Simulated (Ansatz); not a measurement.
# 1T-CrSTe monolayer in a perpendicular field, part 2 of 3

Wanted: the out-of-plane response of the 1T-CrSTe monolayer. A positive field points along +c.

Ansatz 0.2.0; plane-wave DFT, PBE-D3(BJ), Ansatz PAW.

So far. Step 2 (Relaxing the slab): The lattice constant a goes from 3.365 to 3.436 Å.

### Step 3. Single point, field 0

A sawtooth potential applies the field, turning back in the middle of the vacuum. With the dipole correction the typed value is the field outside the slab. The induced dipole is small, so the SCF threshold is tight.

The cell differs from the one that the last finished run ended in (c 37.174 → 21.086 Å).

input.yaml reads:

```yaml
crystal:
  lattice:
    - [3.4362258303, 0.0, 0.0]
    - [-1.7181129151, 2.9758588622, 0.0]
    - [0.0, 0.0, 21.0862533728]
  atoms:
    - { symbol: Te, position: [0.6666666667, 0.3333333333, 0.4268183561], spin: -0.12 }
    - { symbol: Cr, position: [0.0, 0.0, 0.5182666766], spin: 2.32 }
    - { symbol: S, position: [0.3333333333, 0.6666666667, 0.5731816439], spin: -0.08 }
magnetization:
  spin_polarized: true
kpoints:
  mp_grid: { grid: [18, 18, 1] }
  band_path:
    path: [[0, 0, 0], [0.5, 0, 0], [0.33333333, 0.33333333, 0], [0, 0, 0]]
    npoints: 16
hamiltonian:
  xc: pbe
  dispersion: d3bj
scf:
  occupations: { method: fermi_dirac, width: 0.02585 }
  convergence: { dr2_threshold: 1.0e-10 }
efield:
  axis: 3
  dipole_correction: true
  ramp_position: 0.97
  ramp_width: 0.06
  amplitude: 0
output:
  dos: { projected: true, e_range: [-6, 5] }
  write_potential: true
  write_density: true
  volumetric_format: npy
  elf: true
```

The run is started by

```sh
$ ansatz run input.yaml --threads 2 --pin off --max-ram 3072MiB --backend cpu --events-out ev --progress --plain --runs-dir out
```

Numbers of over 12 decimals in the logs are rounded to 6 here.

Log:

```text
[...]
Crystal: 3 atoms, lattice volume = 215.622 Å³
Basis set: ecut = 420 eV, 4187 PW (Γ)
Bands: 24, of which v1, the nominal top of the filled ones, is band 18 counted from 1 (17 counted from 0)
Symmetry: 6 space group operations
k-points: 37 of 324 (time reversal used)
[...]
Starting moments: Σ|m| = 2.52 μB on 3 of 3 sites
[...]
SCF iter   1: F=—  HF=-11262.088017 eV  |F-HF|=—  |Δ(HF+E_count)|=         —  Δρ=2.32e-2 (↑2.28e-2 ↓2.32e-2)  dr2=4.63e0  dr2_m=6.10e-2  M=2.149 μB ∫|m|=2.419 μB  β_m=1.00  ethr=3.10e-3  p=-0.000 e·Å  D=-6.79e-8 V/Å  ΔV_dip=0.00 eV  dr2_dipole=8.05e-3  V_vac-E_F(+/−)=4.94/4.94 eV  ⟨swp⟩=10.9  Hψ=10980  notcnv=0
[...]
efield: sawtooth ramp at fractional position 0.9700 (set: `efield.ramp_position`, or a place that a band, a saddle search or an elastic batch's reference lends), width 0.0600; the density the first Hamiltonian is built on has a dipole p = -0.000 e·Å; the dipole correction subtracts the counter field D = -6.79e-8 V/Å, which shifts the + side's vacuum level by +0.00 eV against the − side's; the planar-averaged density in the ramp window peaks in size at 1.3e-6 e/Å³
[...]
SCF iter   2: F=—  HF=-11261.737916 eV  |F-HF|=—  |Δ(HF+E_count)|=   3.50e-1  Δρ=1.75e-2 (↑6.68e-3 ↓1.75e-2)  dr2=1.30e0  dr2_m=9.11e-2  M=2.319 μB ∫|m|=2.725 μB  β_m=0.43  ethr=3.10e-3  p=-0.006 e·Å  D=-5.12e-3 V/Å  ΔV_dip=0.11 eV  dr2_dipole=7.75e-3  V_vac-E_F(+/−)=4.94/4.83 eV  ⟨swp⟩=2.8  Hψ=3693  notcnv=0  defer=85
density mixer auto → msr1: a metal under ldos (density of states about μ 1.05 of a free-electron gas's, 12 screened modes)
SCF iter   3: F=—  HF=-11261.942807 eV  |F-HF|=—  |Δ(HF+E_count)|=   2.05e-1  Δρ=8.88e-3 (↑6.90e-3 ↓8.88e-3)  dr2=9.29e-2  dr2_m=1.07e-1  M=2.444 μB ∫|m|=2.957 μB  β_m=0.71  ethr=3.10e-3  p=-0.021 e·Å  D=-1.74e-2 V/Å  ΔV_dip=0.37 eV  dr2_dipole=4.64e-3  V_vac-E_F(+/−)=5.17/4.81 eV  ⟨swp⟩=2.3  Hψ=3109  notcnv=0  defer=85
[...]
SCF iter  12: F=-11262.008533 eV  HF=-11262.008533 eV  |F-HF|=7.28e-12  |Δ(HF+E_count)|=  1.09e-11  Δρ=4.50e-8 (↑4.10e-8 ↓4.50e-8)  dr2=5.76e-12  dr2_m=2.96e-12  M=2.458 μB ∫|m|=3.022 μB  ethr=1.00e-12  p=-0.049 e·Å  D=-4.10e-2 V/Å  ΔV_dip=0.86 eV  dr2_dipole=1.23e-14  V_vac-E_F(+/−)=5.61/4.74 eV  ⟨swp⟩=7.4  Hψ=7334  notcnv=0
[...]
SCF 1 converged in 12 iterations: F = -11262.008533 eV  dr2 = 5.76e-12
[...]
NSCF: frozen V_eff on 49 k-points
efield: sawtooth ramp at fractional position 0.9700 (kept from the solve that this one continues, or follows in the run), width 0.0600; the density the first Hamiltonian is built on has a dipole p = -0.049 e·Å; the dipole correction subtracts the counter field D = -4.10e-2 V/Å, which shifts the + side's vacuum level by +0.86 eV against the − side's; the planar-averaged density in the ramp window peaks in size at 8.3e-7 e/Å³
SCF converged after 12 iterations
Magnetization: 2.4578 μB (19.2289 up, 16.7711 down)
Absolute magnetization: 3.0230 μB (∫|ρ↑−ρ↓|, with the PAW one-centre terms)
[...]
Per-site moments (μB) at R_I (Å): [(-0.108972, 1.141234), (2.336020, 0.947560), (-0.072785, 0.947560)]
Free energy (F): -11262.008533 eV
[...]
Internal energy: -11262.005202 eV  (E = F + TS)
E sigma→0 (E₀):  -11262.006867 eV
Entropy (-TS):   -0.003331 eV (-1.110 meV/atom)
Fermi energy:    -0.686150 eV
Dipole field:    D = -0.040958 V/Å  (p = -0.048805 e·Å, saw-weighted, corrected)
Work function:   Φ+ = 5.6073 eV   Φ− = 4.7436 eV
Levels:          The Fermi level and band energies are counted from a zero that moves with the ramp; work functions are not
[...]
--- Band table (eV; the first three rows and the last of 74) ---
  k-point 0 ↑: bands = [... 14 lower, -3.1699, -2.0177, -2.0177, -0.6597, 0.7949, 0.7949, 2.5903, 2.5903, ... 2 higher]
  k-point 1 ↑: bands = [... 14 lower, -3.0923, -2.0433, -2.0358, -0.7102, 0.6618, 0.7677, 2.2831, 2.5165, ... 2 higher]
  k-point 2 ↑: bands = [... 14 lower, -2.9371, -2.1400, -2.0820, -0.8860, 0.3446, 0.6764, 1.6530, 2.3367, ... 2 higher]
  k-point 36 ↓: bands = [... 14 lower, -3.9371, -2.8748, -2.7592, 0.8302, 0.9543, 1.0215, 2.0334, 2.6834, ... 2 higher]
```

Wall time 17 s (2 threads of Intel Xeon 6975P-C (Granite Rapids), shared host); peak memory 0.8 GiB.

Numbers from this step:

```
energy at zero smearing        : -11262.0069 eV
total moment                   : 2.458 μB
site moments                   : -0.1090, 2.336, -0.07278 μB
work function, upper face      : 5.607 eV
work function, lower face      : 4.744 eV
dipole along the normal        : -0.04881 e·Å
step between the vacuum levels : 0.8636 eV
```

Running mean over a fixed 2.8 Å (it still follows the layers) of the planar mean; the ramp of the sawtooth is left out. Table of electron's electrostatic potential energy less the Fermi level by z:

```
z (Å)  electron's electrostatic potential energy less the Fermi level (eV)
  3.0                                                                 4.74
  3.5                                                                 4.74
  4.0                                                                 4.74
  4.5                                                                 4.74
  5.0                                                                 4.74
  5.5                                                                 4.72
  6.0                                                                 4.65
  6.5                                                                 4.34
  7.0                                                                 3.23
  7.5                                                                 1.95
  8.0                                                                0.914
  8.5                                                               -0.637
  9.0                                                                -1.96
  9.5                                                                -3.57
 10.0                                                                -4.62
 10.5                                                                -5.99
 11.0                                                                -6.68
 11.5                                                                -6.34
 12.0                                                                -4.77
 12.5                                                                -2.30
 13.0                                                                0.300
 13.5                                                                 2.71
 14.0                                                                 4.62
 14.5                                                                 5.41
 15.0                                                                 5.57
 15.5                                                                 5.60
 16.0                                                                 5.61
 16.5                                                                 5.61
 17.0                                                                 5.61
 17.5                                                                 5.61
 18.0                                                                 5.61
```

The density of states has structure finer than the step of the table below, so its rows give means over 0.25 eV, whole bins alone (the curve runs from -6 to 1.99 eV). Peaks (eV: height): total -4.590: 8.21, -3.190: 7.94, -1.920: 5.69, -0.980: 6.59, -0.650: 5.79, 1.720: 5.92, 1.800: 7.18; up -4.590: 6.39, -3.220: 6.87, -2.310: 3.88, -1.920: 4.07, -1.480: 2.91, -0.980: 6.18, -0.650: 5.21; down -4.370: 3.51, -3.710: 3.03, -2.640: 4.12, 1.060: 3.66, 1.720: 4.58, 1.800: 5.61, 1.940: 3.13.

Table of density of states by energy, zero at the Fermi level; means over each step; values in states/eV a cell:

```
energy (eV)  total     up   down
      -5.75  0.213  0.213      0
      -5.50  0.675  0.430  0.245
      -5.25  0.916  0.512  0.404
      -5.00   1.42  0.960  0.461
      -4.75   2.44   1.58  0.861
      -4.50   4.08   2.14   1.94
      -4.25   2.68  0.648   2.03
      -4.00   1.92   1.44  0.482
      -3.75   1.71  0.491   1.22
      -3.50   2.20   1.73  0.468
      -3.25   5.59   4.51   1.08
      -3.00   2.34  0.310   2.03
      -2.75   2.71  0.174   2.54
      -2.50   1.90  0.870   1.03
      -2.25   3.18   2.44  0.737
      -2.00   3.64   1.91   1.73
      -1.75   2.86   1.14   1.72
      -1.50   3.22   1.84   1.37
      -1.25   1.07  0.558  0.508
      -1.00   2.66   2.24  0.416
      -0.75   2.10   1.61  0.490
      -0.50   2.89   2.28  0.608
      -0.25   2.40   1.99  0.414
       0.00   1.40   1.08  0.322
       0.25  0.917  0.657  0.260
       0.50  0.759  0.545  0.213
       0.75  0.681  0.501  0.180
       1.00   2.61  0.732   1.88
       1.25   2.73   1.13   1.60
       1.50   1.92   1.35  0.561
       1.75   4.33   1.17   3.16
```

Projected DOS per atom over height of the atomic layer and energy from the Fermi level. Layers: Te Cr S from below.

Values in states/eV, 22 rows by 3 columns, each cell a mean:
```
0.69 2.86 0.43
0.34 1.18 0.46
0.39 2.02 0.45
0.25 0.32 0.15
0.33 0.34 0.14
0.50 0.67 0.26
0.68 1.41 0.35
0.55 1.65 0.31
0.45 1.23 0.27
0.89 1.35 0.47
1.53 0.95 0.70
1.58 0.93 0.59
0.53 0.84 1.27
0.58 0.56 1.17
0.70 1.76 2.08
0.41 0.57 0.96
0.64 0.49 0.76
1.09 0.52 1.32
0.98 0.62 1.35
0.43 0.29 0.45
0.32 0.17 0.21
0.06 0.04 0.04
```
Columns: height of the atomic layer (Å) from 9 to 12.1 (not evenly spaced); rows upwards: energy from the Fermi level (eV) from -5.96 to 1.96.

Projected DOS per atom, spin up over height of the atomic layer and energy from the Fermi level. Layers: Te Cr S from below.

Ten even steps from '0' (0.04 states/eV) to '9' (1.55 states/eV), each cell a mean:
```
131
132
121
100
110
231
281
191
071
170
341
641
211
000
299
022
123
211
325
111
000
000
```
Columns: height of the atomic layer (Å) from 9 to 12.1 (not evenly spaced); rows upwards: energy from the Fermi level (eV) from -5.96 to 1.96.

Projected DOS per atom, spin down over height of the atomic layer and energy from the Fermi level. Layers: Te Cr S from below.

Ten even steps from '0' (0.00 states/eV) to '9' (2.35 states/eV), each cell a mean:
```
190
020
060
000
000
000
100
100
100
201
311
201
024
214
102
002
100
214
101
000
000
000
```
Columns: height of the atomic layer (Å) from 9 to 12.1 (not evenly spaced); rows upwards: energy from the Fermi level (eV) from -5.96 to 1.96.

Deep bands are left out, so band numbers here count from the lowest band kept and differ from the log's. The electronic bands at the labelled points (eV, zero at the Fermi level; # counts the bands kept):

```
  point  up #6  up #7  up #8  up #9  down #4  down #5  down #6  down #7
      Γ  -1.33   0.03   1.48   1.48    -2.12     1.07     1.07     1.72
halfway  -1.48  -0.74  -0.01   0.78    -2.32    -1.50     0.03     1.11
      M  -1.02  -0.96  -0.49  -0.38    -2.59    -2.09    -0.48     0.88
halfway  -2.11  -0.91  -0.65  -0.23    -2.66    -2.09    -1.83     1.22
      K  -2.52  -0.86  -0.60  -0.44    -3.25    -2.19    -2.07     1.52
halfway  -1.75  -0.77  -0.42   0.55    -2.57    -1.42    -0.94     1.16
      Γ  -1.33   0.03   1.48   1.48    -2.12     1.07     1.07     1.72
```

Spin density in the ca plane at fractional y = 0.000, with atoms of Cr within 0.2 Å of it.

Ten even steps from '0' (0.0 e/Å³) to '9' (3.2 e/Å³), each cell a mean:
```
00000000000000000002752000000000000000000000
00000000000000000000110000000000000000000000
00000000000000000000000000000000000000000000
00000000000000000000000000000000000000000000
00000000000000000000000000000000000000000000
00000000000000000000000000000000000000000000
00000000000000000000000000000000000000000000
00000000000000000001331000000000000000000000
00000000000000000004983000000000000000000000
```
Columns run along c (16.0 Å, from fractional 0.17 to 0.93 of the cell), rows up along a (3.4 Å). Atoms in or near the plane, at fractional coordinates: Cr at (0.52, 0.00).

Valence density in the ca plane at fractional y = 0.000, with atoms of Cr within 0.2 Å of it. It is the smooth field of the valence electrons, not physical close to the nuclei.

Ten steps, logarithmic in the rise over the least value, from '0' (0 e/Å³) to '9' (18 e/Å³), each cell a mean:
```
00000000000000011137986210000000000000000000
00000000000000111124553210000000000000000000
00000000000001222211222221000000000000000000
00000000000011222211112221100000000000000000
00000000000012232211112222100000000000000000
00000000000001222211112221000000000000000000
00000000000001111112332211000000000000000000
00000000000000111125775210000000000000000000
00000000000000011137997210000000000000000000
```
Columns run along c (16.0 Å, from fractional 0.17 to 0.93 of the cell), rows up along a (3.4 Å). Atoms in or near the plane, at fractional coordinates: Cr at (0.52, 0.00).

Electrostatic potential energy in the ca plane at fractional y = 0.000, with atoms of Cr within 0.2 Å of it. With pseudopotentials it is smooth inside the atoms' cores, unlike the true potential.

Values in eV, 5 rows by 16 columns, each cell a mean:
```
  4   4   4   4   4   4   2   0 -18 -26  -1   4   5   5   5   5
  4   4   4   4   4   4  -1  -6  -3  -5  -1   4   5   5   5   5
  4   4   4   4   4   3  -4 -12   0  -1  -3   3   5   5   5   5
  4   4   4   4   4   4   0  -3  -7 -11   0   4   5   5   5   5
  4   4   4   4   4   4   3   1 -21 -29  -2   4   5   5   5   5
```
Columns run along c (16.0 Å, from fractional 0.09 to 0.85 of the cell; values clipped at the 3rd and 97th percentile), rows up along a (3.4 Å). Atoms in or near the plane, at fractional coordinates: Cr at (0.52, 0.00).

The work function of the upper face is 5.61 eV.

### Step 4. Atoms held, field 0.1 V/Å

input.yaml: that of step 3 with these lines changed.

```diff
@@ -27,5 +27,4 @@
   ramp_width: 0.06
-  amplitude: 0
+  amplitude: 0.1
 output:
-  dos: { projected: true, e_range: [-6, 5] }
   write_potential: true
@@ -33,2 +32 @@
   volumetric_format: npy
-  elf: true
```

Log:

```text
[...]
Crystal: 3 atoms, lattice volume = 215.622 Å³
Basis set: ecut = 420 eV, 4187 PW (Γ)
Bands: 24, of which v1, the nominal top of the filled ones, is band 18 counted from 1 (17 counted from 0)
Symmetry: 6 space group operations
k-points: 37 of 324 (time reversal used)
[...]
Starting moments: Σ|m| = 2.52 μB on 3 of 3 sites
[...]
k-point 1 ↑: bands = [... 14 lower, -3.1153, -2.0578, -2.0503, -0.7153, 0.6493, 0.7545, 2.2664, 2.4996, ... 2 higher]
  k-point 2 ↑: bands = [... 14 lower, -2.9596, -2.1549, -2.0965, -0.8937, 0.3327, 0.6629, 1.6378, 2.3201, ... 2 higher]
  k-point 36 ↓: bands = [... 14 lower, -3.9490, -2.8813, -2.7822, 0.8129, 0.9375, 1.0056, 2.0202, 2.6695, ... 2 higher]
[key lines of the parts left out:]
SCF converged after 12 iterations
Magnetization: 2.4569 μB (19.2284 up, 16.7716 down)
Free energy (F): -11262.005197 eV
Fermi energy:    -0.699358 eV
Dipole field:    D = -0.015022 V/Å  (p = -0.017900 e·Å, saw-weighted, corrected)
```

Elapsed: 18 s, on 2 threads; peak memory 0.8 GiB; 34 s of CPU time.

The dipole is -0.0179 e·Å, 0.0309 e·Å from its value without field.

(Continued in part 3 of 3.)

[Logs are printed without paths, hosts, clocks, repeated set-up lines and the standing remarks that a program may print on its own settings, such as how far it seeks lower states.]

[Hosts, paths, dates, database ids (printed as entryN), source tags and the programs' standing remarks are cut or masked in the printed files.]

[Maps of the electrostatic potential energy from Ansatz leave out the sawtooth potential of an applied field or a dipole correction, so their vacuum need not be flat; planar profiles and work functions include it.]
